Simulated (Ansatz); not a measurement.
# Si on Al(110): change of the work function, part 5 of 5

How does Si on the top site change the work function of Al(110) as the layer fills?

Ansatz 0.2.0; plane-wave DFT, PBE-D3(BJ), Ansatz PAW.

So far, work function, upper face (eV): step 2 (the clean slab) 4.00; step 5 (adsorbate added, k-mesh 4×5×1, coverage 0.5 ML) 4.88; step 6 (the covered slab, k-mesh 8×10×1, coverage 1 ML) 4.91; step 8 (the slab at 0.25 ML, atoms frozen) 4.60; step 9 (the substrate of the 0.25 ML cell alone) 4.01.

### 10. The adsorbate layer of the 0.25 ML cell alone

System of this step: Si/Al(110), adsorbate layer alone, atoms held. The cell holds 1 atom: 1 Si. Its edges and angles: a = 8.100 Å, b = 5.728 Å, c = 26.008 Å, α = 90.0°, β = 90.0°, γ = 90.0°. Vacuum lies along c.

The third part; a free layer of atoms may carry a moment, so spin is on.

input.yaml reads:

```yaml
crystal:
  lattice:
    - [8.1, 0.0, 0.0]
    - [0.0, 5.7275649276, 0.0]
    - [0.0, 0.0, 26.0083380696]
  atoms:
    - { symbol: Si, position: [0.0, 0.0, 0.6420271596], spin: 1.0 }
magnetization:
  spin_polarized: true
kpoints:
  mp_grid: { grid: [4, 5, 1] }
hamiltonian:
  xc: pbe
  dispersion: d3bj
scf:
  occupations: { method: fermi_dirac, width: 0.1 }
  convergence: { dr2_threshold: 1.0e-08 }
efield:
  axis: 3
  dipole_correction: true
  ramp_position: 0.97
  ramp_width: 0.06
output:
  write_potential: true
  write_density: true
  volumetric_format: npy
```

The run is started by

```sh
$ ansatz run input.yaml --threads 4 --pin off --max-ram 6144MiB --backend cpu --events-out ev --progress --plain --runs-dir out
```

Numbers of over 12 decimals in the logs are rounded to 6 here.

The program printed:

```text
[...]
Crystal: 1 atoms, lattice volume = 1206.612 Å³
Basis set: ecut = 420 eV, 23651 PW (Γ)
Bands: 7, of which v1, the nominal top of the filled ones, is band 2 counted from 1 (1 counted from 0)
Symmetry: 4 space group operations
k-points: 9 of 20
[...]
Starting moments: Σ|m| = 1 μB on 1 of 1 site
[...]
SCF iter  12: F=—  HF=-631.416088 eV  |F-HF|=—  |Δ(HF+E_count)|=   1.54e-6  Δρ=3.12e-5 (↑3.12e-5 ↓2.23e-5)  dr2=4.82e-5  dr2_m=6.76e-7  M=2.000 μB ∫|m|=2.000 μB  β_m=1.20  ethr=1.22e-6  p=-0.000 e·Å  D=-1.78e-8 V/Å  ΔV_dip=0.00 eV  dr2_dipole=5.88e-15  V_vac-E_F(+/−)=4.57/4.57 eV  ⟨swp⟩=1.0  Hψ=134  notcnv=0
[...]
spin-set hold released at iteration 12 (site moments contracting): the magnetisation degrees of freedom join the quasi-Newton model from the next iteration; the mixer history was flushed
SCF iter  13: F=—  HF=-631.416080 eV  |F-HF|=—  |Δ(HF+E_count)|=   7.76e-6  Δρ=1.78e-5 (↑1.35e-5 ↓1.78e-5)  dr2=1.78e-5  dr2_m=6.05e-8  M=2.000 μB ∫|m|=2.000 μB  β_m=1.20  ethr=1.20e-6  p=-0.000 e·Å  D=-5.17e-9 V/Å  ΔV_dip=0.00 eV  dr2_dipole=1.85e-14  V_vac-E_F(+/−)=4.57/4.57 eV  ⟨swp⟩=1.5  Hψ=135  notcnv=0  κ⁻¹=1.0e0(r=1)
density mixer auto → broyden: no gap read (density of states about μ 1.48 of a free-electron gas's, 18 screened modes)
SCF iter  14: F=—  HF=-631.416090 eV  |F-HF|=—  |Δ(HF+E_count)|=   9.72e-6  Δρ=2.66e-5 (↑2.66e-5 ↓2.77e-6)  dr2=1.04e-5  dr2_m=2.30e-6  M=2.000 μB ∫|m|=2.000 μB  β_m=1.20  ethr=4.44e-7  p=-0.000 e·Å  D=-5.70e-8 V/Å  ΔV_dip=0.00 eV  dr2_dipole=9.99e-17  V_vac-E_F(+/−)=4.57/4.57 eV  ⟨swp⟩=2.5  Hψ=171  notcnv=0  κ⁻¹=1.1e-2(r=2)
[...]
SCF iter  19: F=-631.416088 eV  HF=-631.416088 eV  |F-HF|=8.98e-11  |Δ(HF+E_count)|=   4.62e-9  Δρ=4.44e-8 (↑4.44e-8 ↓3.70e-8)  dr2=6.36e-12  dr2_m=1.69e-11  M=2.000 μB ∫|m|=2.000 μB  ethr=1.11e-11  p=-0.000 e·Å  D=-7.19e-8 V/Å  ΔV_dip=0.00 eV  dr2_dipole=3.70e-17  V_vac-E_F(+/−)=4.58/4.58 eV  ⟨swp⟩=3.9  Hψ=476  notcnv=0
SCF 1 converged in 19 iterations: F = -631.416088 eV  dr2 = 6.36e-12
[...]
this state was not tested for a lower state beside it, because the mixer in use, unlike msr1, does not test its closes by its own steps (another_mixer; see scf.mixing.algorithm and scf.lower_state_search)
SCF converged after 19 iterations
Magnetization: 2.0000 μB (3.0000 up, 1.0000 down)
Absolute magnetization: 2.0000 μB (∫|ρ↑−ρ↓|, with the PAW one-centre terms)
[...]
Per-site moments (μB) at R_I (Å): [(1.883479, 2.362620532635)]
Free energy (F): -631.416088 eV
[...]
Internal energy: -631.242719 eV  (E = F + TS)
E sigma→0 (E₀):  -631.329404 eV
Entropy (-TS):   -0.173370 eV (-173.370 meV/atom)
Fermi energy:    -4.370375 eV
Dipole field:    D = -0.000000 V/Å  (p = -0.000000 e·Å, saw-weighted, corrected)
Work function:   Φ+ = 4.5750 eV   Φ− = 4.5750 eV
[...]
--- Band table (eV; the first three rows and the last of 18) ---
[...]
```

It took 8.5 s on 4 threads of Arm Neoverse V2, shared host; peak memory 1.1 GiB; 32 s of CPU time.

This step gave:

| Property | Result |
| --- | --- |
| energy at zero smearing | -631.3294 eV |
| total moment | 2.000 μB |
| site moments | 1.883 μB |
| work function, upper face | 4.575 eV |
| dipole along the normal | -4.57e-7 e·Å |

Site moment by atom:

```csv
atom,site moment (μB)
Si1,1.88
```

The free layer carries a moment of 2.0 μB a cell.

### 11. Where the charge went at 0.25 ML

This step: plane-wave DFT, PBE-D3(BJ), Ansatz PAW; density difference on adsorption (Ansatz 0.2.0).

The densities of the parts are taken from that of the whole and averaged over planes; the first moment of what is left gives the step in the potential.

Numbers from this step:

* largest charge moved: -0.002953 e/Å²
* potential step from the moved charge: 0.5545 eV

The electron density difference oscillates, so the rows of the table below give means over windows of 1 Å about each position, cut where the curve ends. Its maxima inside the range that stand out by 2 % of the span (Å: e/Å³): 9.4: 2.6e-4, 11.7: 3.9e-4, 13.4: 4.5e-4, 15.6: 0.00543, 17.5: 0.00141. Its minima: 10.5: -4.0e-4, 12.6: -4.2e-4, 14.6: -0.00399, 16.5: -0.00315.

Planar mean, whole system less its parts. The electron density difference by z; means over each step:

```
z (Å)  electron density difference (e/Å³)
    4                              9.2e-8
    5                              9.1e-7
    6                              6.3e-6
    7                              1.6e-5
    8                             -6.4e-5
    9                              1.2e-4
   10                             -5.3e-5
   11                             -1.2e-4
   12                              1.2e-4
   13                              1.4e-5
   14                            -0.00161
   15                              1.5e-4
   16                             0.00171
   17                             -8.9e-4
   18                              6.4e-4
   19                             -3.8e-5
   20                             -2.2e-5
   21                             -3.8e-6
   22                             -4.7e-7
```

The electrons moved below z oscillates, so the rows of the table below give means over windows of 1 Å about each position, cut where the curve ends. Its maxima inside the range that stand out by 2 % of the span (Å: e/Å²): 9.8: 1.6e-4, 12.1: 1.1e-4, 13.6: 9.8e-5, 16.0: 0.00102. Its minima: 11.1: -1.5e-4, 12.9: -1.1e-4, 14.9: -0.00295, 17.0: -9.3e-4.

Planar mean, whole system less its parts. The electrons moved below z by z; means over each step:

| z (Å) | electrons moved below z (e/Å²) |
| --- | --- |
| 4 | 4.2e-8 |
| 5 | 4.7e-7 |
| 6 | 3.8e-6 |
| 7 | 1.7e-5 |
| 8 | -4.4e-6 |
| 9 | 1.2e-6 |
| 10 | 1.1e-4 |
| 11 | -1.0e-4 |
| 12 | 5.0e-5 |
| 13 | -4.4e-5 |
| 14 | -4.8e-4 |
| 15 | -0.00236 |
| 16 | 4.1e-4 |
| 17 | -6.5e-4 |
| 18 | -8.4e-5 |
| 19 | 4.7e-5 |
| 20 | 1.1e-5 |
| 21 | 1.6e-6 |
| 22 | 2.4e-7 |

### 12. The same run with other settings

This step: plane-wave DFT, PBE-D3(BJ), Ansatz PAW (Ansatz 0.2.0).

System of this step: Si/Al(110). The cell holds 6 atoms: 5 Al and 1 Si. Its edges and angles: a = 4.050 Å, b = 2.864 Å, c = 26.008 Å, α = 90.0°, β = 90.0°, γ = 90.0°. Vacuum lies along c.

An input spoilt on purpose, to show how the run answers: it repeats the earlier run at 1 ML with efield.ramp_width from 0.06 to 0.9, and scf.max_iter set to 60.

input.yaml reads:

```yaml
crystal:
  lattice:
    - [4.05, 0.0, 0.0]
    - [0.0, 2.8637824638, 0.0]
    - [0.0, 0.0, 26.0083380696]
  atoms:
    - { symbol: Al, position: [0.0, 0.0, 0.3460428719] }
    - { symbol: Al, position: [0.5, 0.5, 0.4010979557] }
    - { symbol: Al, position: [0.0, 0.0, 0.4539409147] }
    - { symbol: Al, position: [0.5, 0.5, 0.509902513] }
    - { symbol: Al, position: [0.0, 0.0, 0.5602948574] }
    - { symbol: Si, position: [0.0, 0.0, 0.6539571281] }
kpoints:
  mp_grid: { grid: [8, 10, 1] }
hamiltonian:
  xc: pbe
  dispersion: d3bj
scf:
  occupations: { method: fermi_dirac, width: 0.1 }
  convergence: { dr2_threshold: 1.0e-08 }
  max_iter: 60
efield:
  axis: 3
  dipole_correction: true
  ramp_position: 0.97
  ramp_width: 0.9
relax:
  f_tol: 0.02
  max_steps: 60
  constraints: [{ sites: [0, 1] }]
output:
  bader: true
  write_potential: true
  write_density: true
  volumetric_format: npy
```

The program printed:

```text
The last accepted step is kept in <dir> (removed where the run ends without a failure and the disk answers)
Engine: ansatz 0.2.0, aarch64-unknown-linux-gnu
Pseudopotentials: kind: paw
Pseudopotential: Al, paw, valence charge 3, recommended cutoff 420 eV (normal), Al.paw.azcp
Pseudopotential: Si, paw, valence charge 4, recommended cutoff 420 eV (normal), Si.paw.azcp
Functional definition: PBE
  parameter kappa = 0.804
  parameter beta = 0.066725
  exchange = pbe_x(kappa = kappa, mu = beta*pi^2/3)
  correlation = pbe_c(beta = beta)
Crystal: 6 atoms, lattice volume = 301.653 Å³
Basis set: ecut = 420 eV, 5899 PW (Γ), exchange–correlation on 60×40×360 points (8 copies of the dense FFT grid, shifted against one another)
Bands: 16, of which v1, the nominal top of the filled ones, is band 10 counted from 1 (9 counted from 0)
Symmetry: 4 space group operations
Space group: Pmm2 (ITA 25), of the structure as read, at distance tolerance 6.7e-5 Å
k-points: 30 of 80
Non-local potential: Al, projectors of the file, l = 0: 2, l = 1: 2, l = 2: 1
Non-local potential: Si, projectors of the file, l = 0: 2, l = 1: 2, l = 2: 2
PAW form: soft (Blöchl's): semilocal exchange-correlation on the pseudo side does not see the compensation charge
PAW one-centre angular grid: Al, 110 points (default); XC on 64 Gauss nodes
PAW one-centre angular grid: Si, 110 points (default); XC on 64 Gauss nodes
Initial density: superposition of atomic densities (neutral atoms: chi_scale 0, normalization atom), corrected by the library's trained network
Initial wavefunctions: pseudopotential atomic-orbital guess
Functional: x = pbe(κ = 0.804, μ = 0.219515), c = pbe(β = 0.066725)
Error: efield: ion 0 (Al) at fractional coordinate 0.3460 along the field axis lies inside the sawtooth ramp with 2 of the planes that the density is read on at each end, [0.9589, 0.8811] — the ramp must sit in vacuum (an ion there feels the fictitious reversed slope); set or move the ramp (efield.ramp_position / ramp_width) or move the geometry
```

Elapsed: 0.16 s, on 4 threads; peak memory 0.29 GiB.

The input was rejected at the start.

The program's message: “Error: efield: ion 0 (Al) at fractional coordinate 0.3460 along the field axis lies inside the sawtooth ramp with 2 of the planes that the density is read on at each end, [0.9589, 0.8811] — the ramp m …”

The fault put into the input: a ramp so wide that it reaches the atoms.

### 13. The same run with other settings

System of this step: Al(110). The cell holds 5 atoms: 5 Al. Cell: a = 4.050 Å, b = 2.864 Å, c = 23.728 Å, α = 90.0°, β = 90.0°, γ = 90.0°. Vacuum lies along c.

Another changed input: it repeats the earlier run at 0 ML with efield.dipole_correction from true to false and efield.amplitude to 0.05.

input.yaml reads:

```yaml
crystal:
  lattice:
    - [4.05, 0.0, 0.0]
    - [0.0, 2.8637824638, 0.0]
    - [0.0, 0.0, 23.7275649276]
  atoms:
    - { symbol: Al, position: [0.0, 0.0, 0.3793056737] }
    - { symbol: Al, position: [0.5, 0.5, 0.4396528368] }
    - { symbol: Al, position: [0.0, 0.0, 0.5] }
    - { symbol: Al, position: [0.5, 0.5, 0.5603471632] }
    - { symbol: Al, position: [0.0, 0.0, 0.6206943263] }
kpoints:
  mp_grid: { grid: [8, 10, 1] }
hamiltonian:
  xc: pbe
  dispersion: d3bj
scf:
  occupations: { method: fermi_dirac, width: 0.1 }
  convergence: { dr2_threshold: 1.0e-08 }
efield:
  axis: 3
  dipole_correction: false
  ramp_position: 0.97
  ramp_width: 0.06
  amplitude: 0.05
relax:
  f_tol: 0.02
  max_steps: 60
  constraints: [{ sites: [0, 1] }]
output:
  write_potential: true
  write_density: true
  volumetric_format: npy
```

The program printed:

```text
[...]
Crystal: 5 atoms, lattice volume = 275.200 Å³
Basis set: ecut = 420 eV, 5383 PW (Γ), exchange–correlation on 60×40×320 points (8 copies of the dense FFT grid, shifted against one another)
Bands: 13, of which v1, the nominal top of the filled ones, is band 8 counted from 1 (7 counted from 0)
Symmetry: 4 space group operations
k-points: 30 of 80
[...]
SCF iter   1: F=—  HF=-2687.265483 eV  |F-HF|=—  |Δ(HF+E_count)|=         —  Δρ=2.01e-3  dr2=3.97e-1  ethr=1.77e-3  p=0.000 e·Å  V_vac-E_F(+/−)=4.45/3.37 eV  ⟨swp⟩=8.7  Hψ=3207  notcnv=0
[...]
SCF iter   7: F=-2687.248720 eV  HF=-2687.248720 eV  |F-HF|=1.27e-8  |Δ(HF+E_count)|=   6.22e-8  Δρ=6.01e-7  dr2=1.82e-9  ethr=6.67e-11  p=0.046 e·Å  V_vac-E_F(+/−)=4.47/3.46 eV  ⟨swp⟩=9.6  Hψ=2621  notcnv=0
SCF 1 converged in 7 iterations: F = -2687.248720 eV  dr2 = 1.82e-9
[...]
relax step   1: F+E_penalty+E_count = -2687.24872022 eV  Δ(F+E_penalty+E_count) = +0.000e0 eV  max|allowed force component| = 3.054e-1 eV/Å  Δτ_max = 0.0000 Å  (7 SCF iters, accepted)
[...]
SCF iter   7: F=-2687.269975 eV  HF=-2687.269975 eV  |F-HF|=9.44e-9  |Δ(HF+E_count)|=   7.07e-8  Δρ=4.92e-7  dr2=1.24e-9  ethr=6.57e-11  p=0.044 e·Å  V_vac-E_F(+/−)=4.50/3.48 eV  ⟨swp⟩=9.9  Hψ=2621  notcnv=0
SCF 2 converged in 7 iterations: F = -2687.269975 eV  dr2 = 1.24e-9
[...]
relax step   2: F+E_penalty+E_count = -2687.26997487 eV  Δ(F+E_penalty+E_count) = -2.125e-2 eV  max|allowed force component| = 8.186e-2 eV/Å  Δτ_max = 0.1754 Å  (7 SCF iters, accepted)
SCF iter   1: F=—  HF=-2687.271874 eV  |F-HF|=—  |Δ(HF+E_count)|=         —  Δρ=4.23e-4  dr2=3.40e-3  ethr=9.19e-5  p=0.044 e·Å  V_vac-E_F(+/−)=4.49/3.47 eV  ⟨swp⟩=2.0  Hψ=1261  notcnv=0
[...]
SCF iter   6: F=-2687.271431 eV  HF=-2687.271431 eV  |F-HF|=3.95e-9  |Δ(HF+E_count)|=   6.38e-8  Δρ=4.84e-7  dr2=2.14e-9  ethr=6.67e-11  p=0.044 e·Å  V_vac-E_F(+/−)=4.50/3.48 eV  ⟨swp⟩=9.9  Hψ=2615  notcnv=0
SCF 3 converged in 6 iterations: F = -2687.271431 eV  dr2 = 2.14e-9
relax step   3: F+E_penalty+E_count = -2687.27143132 eV  Δ(F+E_penalty+E_count) = -1.456e-3 eV  max|allowed force component| = 7.122e-3 eV/Å  Δτ_max = 0.0236 Å  (6 SCF iters, accepted)
[...]
SCF converged after 6 iterations
Free energy (F): -2687.271431 eV
[...]
Internal energy: -2687.193162 eV  (E = F + TS)
E sigma→0 (E₀):  -2687.232297 eV
Entropy (-TS):   -0.078270 eV (-15.654 meV/atom)
Fermi energy:    -0.337283 eV
Dipole field:    D = 0.029078 V/Å  (p = 0.044223 e·Å, saw-weighted)
Work function:   not extracted (applied field tilts the vacuum); planar V_es + V_field profile in the machine report
[...]
--- Forces (eV/Å), atoms counted from 1 ---
  atom   1  Al     0.00000000     0.00000000     0.20752046
  atom   2  Al     0.00000000     0.00000000    -0.21609637
  atom   3  Al     0.00000000     0.00000000     0.00285430
  atom   4  Al     0.00000000     0.00000000     0.00712196
  atom   5  Al     0.00000000     0.00000000    -0.00139672
  max |Σ_I F_I| component: 3.62e-6 eV/Å
--- Band table (eV; the first three rows and the last of 30) ---
  k-point 0: bands = [... 4 lower, -2.9120, -1.5037, -1.2470, -1.0616, 0.3225, 1.3754, 1.7779, 3.0031, ... 1 higher]
  k-point 1: bands = [... 4 lower, -2.7472, -1.3342, -1.0822, -0.9038, 0.4876, 1.5404, 1.9190, 2.8063, ... 1 higher]
  k-point 2: bands = [... 4 lower, -2.2526, -0.9196, -0.5880, -0.5264, 0.3957, 0.9135, 1.7293, 2.0351, ... 1 higher]
  k-point 29: bands = [... 4 lower, -3.0867, -3.0432, -2.8584, -1.7360, -1.0839, 0.0046, 0.3252, 0.5049, ... 1 higher]
--- Relaxed structure (3 steps of the walk, 3 accepted, 0 SCFs on fresh bases) ---
  F+E_penalty+E_count = -2687.27143132 eV   max|allowed force component| = 7.122e-3 eV/Å
  atoms:
    - { symbol: Al, position: [0.0, 0.0, 0.3793056737] }
    - { symbol: Al, position: [0.5, 0.5, 0.4396528368] }
    - { symbol: Al, position: [0.0, 0.0, 0.497569] }
    - { symbol: Al, position: [0.5, 0.5, 0.558920] }
    - { symbol: Al, position: [0.0, 0.0, 0.614157] }
```

Run time: 6.2 s. Hardware: 4 threads; peak memory 0.48 GiB; 24 s of CPU time.

```csv
quantity,this run,earlier run,difference
dipole along the normal (e·Å),0.04422,-2.63e-4,0.044
```

The applied field differs between the two, so the dipoles differ in any case.

With the dipole correction off, the periodic images add a field of their own to the typed one.

These numbers are not those of the isolated slab.

### 14. Outcome

| Item | Value |
| --- | --- |
| work function of the clean face | 4.00 eV |
| work function at 0.11 ML | 4.34 eV |
| work function at 0.25 ML | 4.60 eV |
| work function at 0.5 ML | 4.88 eV |
| work function at 1 ML | 4.91 eV |
| dipole per adsorbate at 0.11 ML, positive end outwards | -0.86 D |
| step of the potential from the moved charge at 0.25 ML, upper less lower side, atoms held | 0.554 eV |

What this shows: Si raises the work function of Al(110) at the lowest coverage, by 0.34 eV: the adsorbate layer has its negative end outwards. The dipole per adsorbate falls from 0.86 to 0.26 D as the layer fills. Neighbouring dipoles depolarise each other, and heights and bonding change with coverage too. The slab has 5 layers, at the tabulated experimental lattice constant, one starting site was run, and quantum-size effects of a slab this thin can reach one or two tenths of an eV.

[Logs are printed without paths, hosts, clocks, repeated set-up lines and the standing remarks that a program may print on its own settings, such as how far it seeks lower states.]

[Hosts, paths, dates, database ids (printed as entryN), source tags and the programs' standing remarks are cut or masked in the printed files.]

[Maps of the electrostatic potential energy from Ansatz leave out the sawtooth potential of an applied field or a dipole correction, so their vacuum need not be flat; planar profiles and work functions include it.]
